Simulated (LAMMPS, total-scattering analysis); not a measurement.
**Al40Cu60: neutron weights and totals by hand**

A simulated model of Al40Cu60 at 1560 K, zero pressure, from classical molecular dynamics (LAMMPS) with the EAM Al-Cu potential (Cai and Ye, Phys. Rev. B 54, 8398 (1996)). The average runs over 8.0 ps of 600 atoms. It is a liquid; how it was made: 600 atoms placed at random at 5.25 g/cm^3, melted at 1830 K for 8 ps, cooled at 100 K/ps. Whether this temperature lies above the real melting point isn't tested here; fast cooling can keep a melt undercooled. Atom fractions Al 0.4000, Cu 0.6000; masses Al 26.982, Cu 63.546 u; density 5.0585 g/cm³; coherent lengths Al 3.449, Cu 7.718 fm. Faber–Ziman partials at a few Q:

| Q (Å⁻¹) | S Cu–Cu | S Al–Cu | S Al–Al |
| --- | --- | --- | --- |
| 2.80 | 2.136 | 2.400 | 2.297 |
| 5.40 | 1.186 | 1.201 | 1.135 |

**Tasks.** (a) The number density. (b) The neutron weights. (c) The neutron S(Q) at the listed Q. (d) The Bhatia–Thornton terms S_NN and S_CC there.

(a) The mean mass is 0.4000×26.982 + 0.6000×63.546 = 48.920 u, so ρ₀ = 5.0585/(48.920 × 1.66054) = 0.06227 Å⁻³.

(b) ⟨b⟩ = 0.4000×3.449 + 0.6000×7.718 = 6.010 fm. The weight of a pair is ci cj bi bj (2 − δij)/⟨b⟩²: Cu–Cu 0.594, Al–Cu 0.354, Al–Al 0.053; they sum to 1.000.

(c) S = 1 + Σ w (Sij − 1). At 2.80 Å⁻¹: 1 + 0.674 + 0.495 + 0.068 = 2.237; Cu–Cu pushes up most. At 5.40 Å⁻¹: 1 + 0.110 + 0.071 + 0.007 = 1.188; Cu–Cu pushes up most.

(d) S_NN = c₁²S₁₁ + c₂²S₂₂ + 2c₁c₂S₁₂ and S_CC = c₁c₂[1 + c₁c₂(S₁₁ + S₂₂ − 2S₁₂)], with 1 = Al: 2.80 Å⁻¹: S_NN = 2.29, S_CC/(c₁c₂) = 0.91; 5.40 Å⁻¹: S_NN = 1.19, S_CC/(c₁c₂) = 0.98. A random mixture has S_CC/(c₁c₂) = 1; a value well above it means concentration waves of period 2π/Q: alternation near the main peak or below it, clustering toward Q = 0.
